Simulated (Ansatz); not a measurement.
# YAl2Pd, from a guessed structure to a relaxed one, part 2 of 2

This structure for YAl2Pd is made up. Its elements were placed in a known structure type with a cell scaled to their sizes. What cell does the guess relax to, and how far off was it?

Ansatz 0.2.0; DFT, PBE, plane-wave PAW, files of the set soft_1, scalar-relativistic, no spin, cell and ions relaxed at zero pressure; PAW set soft_1 (the session's first sound run).

So far: The starting structure; Relaxation of the guess. The relaxed cell has a, b, c = 4.331, 18.491, 4.021 Å (conventional setting).

### 3. Bands of the relaxed cell

With the geometry fixed, one more self-consistent run, with a narrower smearing and the mesh shown in its input, gives the bands, and its pressure, and its forces where symmetry allows any, show how far the geometry depends on these settings.

This step: DFT, PBE, plane-wave PAW, files of the set soft_1, scalar-relativistic, no spin, bands and density of states at the relaxed cell; PAW set soft_1 (Ansatz 0.2.0).

File input.yaml:

```yaml
crystal:
  lattice:
    - [2.1652577904, -9.2456120667, 0.0]
    - [2.1652577904, 9.2456120667, 0.0]
    - [0.0, 0.0, 4.0206080985]
  atoms:
    - { symbol: Pd, position: [0.079302816, 0.920697184, 0.0] }
    - { symbol: Pd, position: [0.920697184, 0.079302816, 0.0] }
    - { symbol: "Y", position: [0.3557751682, 0.6442248318, 0.5] }
    - { symbol: "Y", position: [0.6442248318, 0.3557751682, 0.5] }
    - { symbol: Al, position: [0.5, 0.5, 0.0] }
    - { symbol: Al, position: [0.0, 0.0, 0.5] }
    - { symbol: Al, position: [0.2126626074, 0.7873373926, 0.0] }
    - { symbol: Al, position: [0.7873373926, 0.2126626074, 0.0] }
kpoints:
  mp_grid: { grid: [8, 8, 8] }
  band_path:
    path:
      - [[0.0, 0.0, 0.0], [0.26371159, 0.26371159, 0.0], [0.0, 0.5, 0.0], [0.0, 0.5, 0.5], [0.26371159, 0.26371159, 0.5], [0.0, 0.0, 0.5], [0.0, 0.0, 0.0], [-0.5, 0.5, 0.0], [-0.26371159, 0.73628841, 0.0], [-0.26371159, 0.73628841, 0.5], [-0.5, 0.5, 0.5], [-0.5, 0.5, 0.0]]
      - [[0.0, 0.0, 0.5], [-0.5, 0.5, 0.5]]
    npoints: 6
scf:
  occupations: { method: fermi_dirac, width: 0.03 }
  n_extra_bands: 12
hamiltonian:
  xc: pbe
  pseudopotentials: { kind: paw, azcp: { folder: soft_1 } }
output:
  forces: true
  stress: true
  write_bands: true
  dos: { projected: true }
  write_density: true
  write_potential: true
  elf: true
  volumetric_format: npy
```

Command:

```sh
> ansatz run input.yaml --threads 4 --pin off --max-ram 10240MiB --backend cpu --events-out ev --progress --plain --runs-dir out
```

Numbers of over 12 decimals in the logs are rounded to 6 here.

Output:

```text
[...]
Crystal: 8 atoms, lattice volume = 160.978 Å³
Basis set: ecut = 420 eV, 3153 PW (Γ), FFT grids on a1+a2, a2, a3, exchange–correlation on 60×128×54 points (8 copies of the dense FFT grid, shifted against one another)
Bands: 47, of which v1, the nominal top of the filled ones, is band 35 counted from 1 (34 counted from 0)
Symmetry: 8 space group operations
[...]
k-points: 105 of 512
[...]
SCF iter   1: F=—  HF=-23844.817504 eV  |F-HF|=—  |Δ(HF+E_count)|=         —  Δρ=4.00e-1  dr2=7.43e2  ethr=3.10e-3  ⟨swp⟩=7.7  Hψ=21687  notcnv=0
[...]
SCF iter  11: F=-23799.052527 eV  HF=-23799.052527 eV  |F-HF|=1.64e-9  |Δ(HF+E_count)|=   1.09e-8  Δρ=1.20e-6  dr2=2.65e-9  ethr=1.43e-10  ⟨swp⟩=16.7  Hψ=36071  notcnv=0
SCF 1 converged in 11 iterations: F = -23799.052527 eV  dr2 = 2.65e-9
[...]
NSCF: frozen V_eff on 74 k-points
SCF converged after 11 iterations
Free energy (F): -23799.052527 eV
[...]
Internal energy: -23799.038013 eV  (E = F + TS)
E sigma→0 (E₀):  -23799.045270 eV
Entropy (-TS):   -0.014514 eV (-1.814 meV/atom)
Fermi energy:    10.554910 eV
[...]
--- Forces (eV/Å), atoms counted from 1 ---
  atom   1  Pd     0.00000000     0.00538349     0.00000000
  atom   2  Pd    -0.00000000    -0.00538349     0.00000000
  atom   3  Y     -0.00000000    -0.02393701     0.00000000
  atom   4  Y      0.00000000     0.02393701     0.00000000
  atom   5  Al     0.00000000    -0.00000000     0.00000000
  atom   6  Al    -0.00000000    -0.00000000     0.00000000
  atom   7  Al    -0.00000000    -0.00871155     0.00000000
  atom   8  Al     0.00000000     0.00871155     0.00000000
  max |Σ_I F_I| component: 9.86e-31 eV/Å
--- Stress (GPa, compression-positive) ---
       -0.299059       0.000000      -0.000000
        0.000000      -0.221006      -0.000000
       -0.000000      -0.000000       0.348839
  P = ⅓ Tr σ = -0.0571 GPa (-0.571 kbar)
--- Band table (eV; the first three rows and the last of 105) ---
  k-point 0: bands = [... 31 lower, 10.1967, 10.4720, 10.8114, 10.8358, 11.0836, 11.1740, 12.4816, 12.5625, ... 8 higher]
  k-point 1: bands = [... 31 lower, 9.9085, 10.2235, 10.3629, 10.5675, 10.8037, 11.8989, 12.2018, 12.2343, ... 8 higher]
  k-point 2: bands = [... 31 lower, 9.6752, 9.9903, 10.2958, 10.6123, 10.8228, 11.2267, 11.9405, 12.1136, ... 8 higher]
  k-point 104: bands = [... 31 lower, 8.7322, 9.4742, 9.8301, 10.2359, 11.5048, 11.7083, 12.1390, 12.4521, ... 8 higher]
```

The job ended after 12 s (4 threads of INTEL XEON PLATINUM 8581C at 2.30GHz (Emerald Rapids), shared host; peak memory 0.96 GiB; 44 s of CPU time).

In the SCF lines HF is the Harris–Foulkes energy and dr2 the Hartree energy of the density residual, in eV; the loop may stop once dr2 is under the threshold and the program's other checks hold. Hψ counts applications of the Hamiltonian.

Numbers from this step:

- free energy: -23799.0525 eV
- energy at zero smearing: -23799.0453 eV
- smearing term TS: 0.01451 eV
- Fermi energy: 10.55 eV
- pressure: -0.05708 GPa

bands.tsv at the labelled points (eV, zero at the Fermi level; the bands that come nearest the Fermi level along the path):

| point | band 31 | band 32 | band 33 | band 34 | band 35 | band 36 | band 37 | band 38 |
| --- | --- | --- | --- | --- | --- | --- | --- | --- |
| Γ | -0.76 | -0.36 | -0.08 | 0.26 | 0.28 | 0.53 | 0.62 | 1.93 |
| X | -2.42 | -1.61 | -1.30 | 0.30 | 0.57 | 0.77 | 0.90 | 1.97 |
| S | -2.29 | -2.14 | -0.56 | -0.11 | 0.30 | 0.91 | 1.23 | 1.62 |
| R | -2.64 | -1.99 | -1.51 | -1.38 | -1.32 | -1.11 | -0.98 | -0.88 |
| A | -2.56 | -1.99 | -1.57 | -1.43 | -1.40 | -1.01 | -0.96 | -0.88 |
| Z | -2.11 | -1.90 | -0.52 | -0.13 | 0.14 | 0.21 | 0.40 | 1.08 |
| Γ | -0.76 | -0.36 | -0.08 | 0.26 | 0.28 | 0.53 | 0.62 | 1.93 |
| Y | -0.85 | -0.35 | 0.03 | 0.36 | 0.44 | 0.55 | 0.83 | 1.52 |
| X1 | -2.42 | -1.61 | -1.30 | 0.30 | 0.57 | 0.77 | 0.90 | 1.97 |
| A1 | -2.56 | -1.99 | -1.57 | -1.43 | -1.40 | -1.01 | -0.96 | -0.88 |
| T | -2.07 | -1.82 | -1.08 | -0.72 | -0.32 | 0.95 | 1.15 | 1.58 |
| Y | -0.85 | -0.35 | 0.03 | 0.36 | 0.44 | 0.55 | 0.83 | 1.52 |
| Z | -2.11 | -1.90 | -0.52 | -0.13 | 0.14 | 0.21 | 0.40 | 1.08 |
| T | -2.07 | -1.82 | -1.08 | -0.72 | -0.32 | 0.95 | 1.15 | 1.58 |

States per cell as run, both spins, in windows of 1 eV, from dos.tsv (zero at the Fermi level):

```
from  to  total
  -8  -7   1.35
  -7  -6   2.30
  -6  -5   2.77
  -5  -4   6.95
  -4  -3  12.15
  -3  -2   3.13
  -2  -1   4.22
  -1   0   4.68
   0   1   4.53
   1   2   2.42
   2   3   5.06
```

A further 32.5 states lie below the table's range.

ELF in the ab plane of the cell as run, not the conventional one, at fractional z = 0.000, with atoms of Pd and Al within 0.2 Å of it. It is the smooth field of the valence electrons, not physical close to the nuclei.

Ten even steps from '0' (0.06) to '9' (0.85), each cell a mean:
```
233234356547999766534434322
332343563259987665334443222
323436510279876543234322224
234464100587654432233332243
434642414765434322334432343
346413136643233334455433444
464001465321234456555433333
751025653212345664455322235
633577531113466421464322357
678876321235663003653334566
999864322356511016643345678
998754334565133156543345789
987644335651131565432346899
776543346620025653222468998
675322356300366532123578765
753222465335664321135764225
533333455566543212356520047
334433555554332224564120364
444324544333333346631413643
344233333223444577403246444
342222333234556786101464432
422224443346678984025634323
222344433466799963465343233
223434435767899865753432332
```
Columns run along a (9.5 Å), rows up along b (9.5 Å). Atoms in or near the plane, at fractional coordinates: Pd at (0.08, 0.92), Pd at (0.92, 0.08), Al at (0.50, 0.50), Al at (0.21, 0.79), Al at (0.79, 0.21).

Valence density in the ab plane of the cell as run, not the conventional one, at fractional z = 0.000, with atoms of Pd and Al within 0.2 Å of it. It is the smooth field of the valence electrons, not physical close to the nuclei.

Ten steps, logarithmic in the rise over the least value, from '0' (0 e/Å³) to '9' (16 e/Å³), each cell a mean:
```
368996321111111111125787521
699974211111111111246764213
999742100111110011245432136
986321000111000012333211268
753210001110000112222112478
422100011100000111211123566
211000110000000111111224443
110011100000001111111223221
111111000000011111111221111
111110000000111001111111111
111100000001100001111000111
111100000011000011100000111
111000001110000110000001111
111001111110001100000001111
111111111100111000000011111
111222211111110000000111011
123332211111100000001100011
355432111111100000011000112
676421112211000001110001224
885211222211000011100012358
863112343211001111000123689
631235653211111111001237999
312477742111111111112379996
125898631111111111123689863
```
Columns run along a (9.5 Å), rows up along b (9.5 Å). Atoms in or near the plane, at fractional coordinates: Pd at (0.08, 0.92), Pd at (0.92, 0.08), Al at (0.50, 0.50), Al at (0.21, 0.79), Al at (0.79, 0.21).

Electrostatic potential energy in the ab plane of the cell as run, not the conventional one, at fractional z = 0.000, with atoms of Pd and Al within 0.2 Å of it. With pseudopotentials it is smooth inside the atoms' cores, unlike the true potential.

Ten even steps from '_' (-50 eV) to '@' (13 eV), each cell a mean:
```
%%==______--%%@@%%######%%@@%%%%%%@@@@%%++::__::++%%@@
==______--##%%######**##@@@@@@@@@@@@@@##==::==##@@@@%%
______--##%%##%%%%####%%@@@@@@@@@@@@%%**++**%%@@@@%%==
__..==%%%%##@@@@%%##%%@@@@@@@@@@@@@@%%##%%@@@@@@%%==..
::++%%%%##@@@@%%##%%@@@@@@@@@@@@@@@@@@@@@@@@@@%%**::..
##%%%%##@@@@%%##%%@@@@@@@@@@@@@@@@@@@@%%%%@@@@##==--==
@@%%##%%@@%%##%%@@@@@@@@@@@@@@@@@@%%####%%@@%%##****%%
%%####%%####@@@@@@@@@@@@@@@@@@@@####**##%%@@%%%%%%@@@@
##**####%%@@@@@@@@@@@@@@@@@@%%########%%@@@@@@@@@@@@@@
######%%@@@@@@@@@@@@@@@@@@%%##%%%%####@@@@@@@@@@@@@@%%
%%%%@@@@@@@@@@@@@@@@@@@@####@@@@####@@@@@@@@@@@@@@@@%%
%%@@@@@@@@@@@@@@@@@@@@##%%@@@@%%##@@@@@@@@@@@@@@@@@@%%
%%@@@@@@@@@@@@@@@@@@####@@@@%%##@@@@@@@@@@@@@@@@@@@@%%
%%%%@@@@@@@@@@@@@@####@@@@####@@@@@@@@@@@@@@@@@@@@%%##
%%@@@@@@@@@@@@@@%%####%%##%%@@@@@@@@@@@@@@@@@@%%##**##
@@@@@@@@@@@@@@%%##**####%%@@@@@@@@@@@@@@@@@@##########
@@@@%%##%%@@@@%%####%%@@@@@@@@@@@@@@@@@@@@####@@%%##%%
%%**==**%%@@%%%%%%%%@@@@@@@@@@@@@@@@@@%%##%%@@@@##%%@@
--::--**@@@@@@@@@@@@@@@@@@@@@@@@@@@@%%##%%@@@@##%%%%**
__..++%%@@@@@@%%%%@@@@@@@@@@@@@@@@%%##%%@@@@##%%%%++..
__==%%@@@@%%######@@@@@@@@@@@@@@%%##%%@@%%##%%%%==____
--%%@@@@##++==++##@@@@@@@@@@@@@@##########%%##--______
%%@@@@**--::--**@@@@@@@@@@@@@@%%##**####%%##--______--
@@%%++..__..==%%@@@@%%%%%%%%%%######%%@@%%==______==%%
```
Columns run along a (9.5 Å; values clipped at the 3rd and 97th percentile), rows up along b (9.5 Å). Atoms in or near the plane, at fractional coordinates: Pd at (0.08, 0.92), Pd at (0.92, 0.08), Al at (0.50, 0.50), Al at (0.21, 0.79), Al at (0.79, 0.21).

### 4. Outcome

```
space group, relaxed : Cmmm
conventional cell    : a = 4.331, b = 18.491, c = 4.021 Å; α = 90.0°, β = 90.0°, γ = 90.0°
volume per atom      : 20.12 Å³ (guess 19.27)
```

What this shows: YAl2Pd relaxes to Cmmm with a = 4.331, b = 18.491 and c = 4.021 Å. The guessed volume was 4 % too small. The space group Cmmm was held in the relaxation, so the end point is a stationary structure within it and may be a saddle against distortions or other arrangements. Bands cross the Fermi level, so it is a metal or semimetal at this level. On the 8×8×8 mesh with the narrower smearing (relaxed on 7×7×7) the largest force component is 0.024 eV/Å and the largest stress component is 0.349 GPa, against the relaxation's thresholds of 0.015 eV/Å and 0.05 GPa. The cutoff wasn't tested. No dispersion term is used, so weakly bound directions may come out too long. The runs have no spin, and magnetism wasn't tested. Nothing here tests whether the compound is stable against decomposition.

[Logs are printed without paths, hosts, clocks, repeated set-up lines and the standing remarks that a program may print on its own settings, such as how far it seeks lower states.]

[Hosts, paths, dates, database ids (printed as entryN), source tags and the programs' standing remarks are cut or masked in the printed files.]
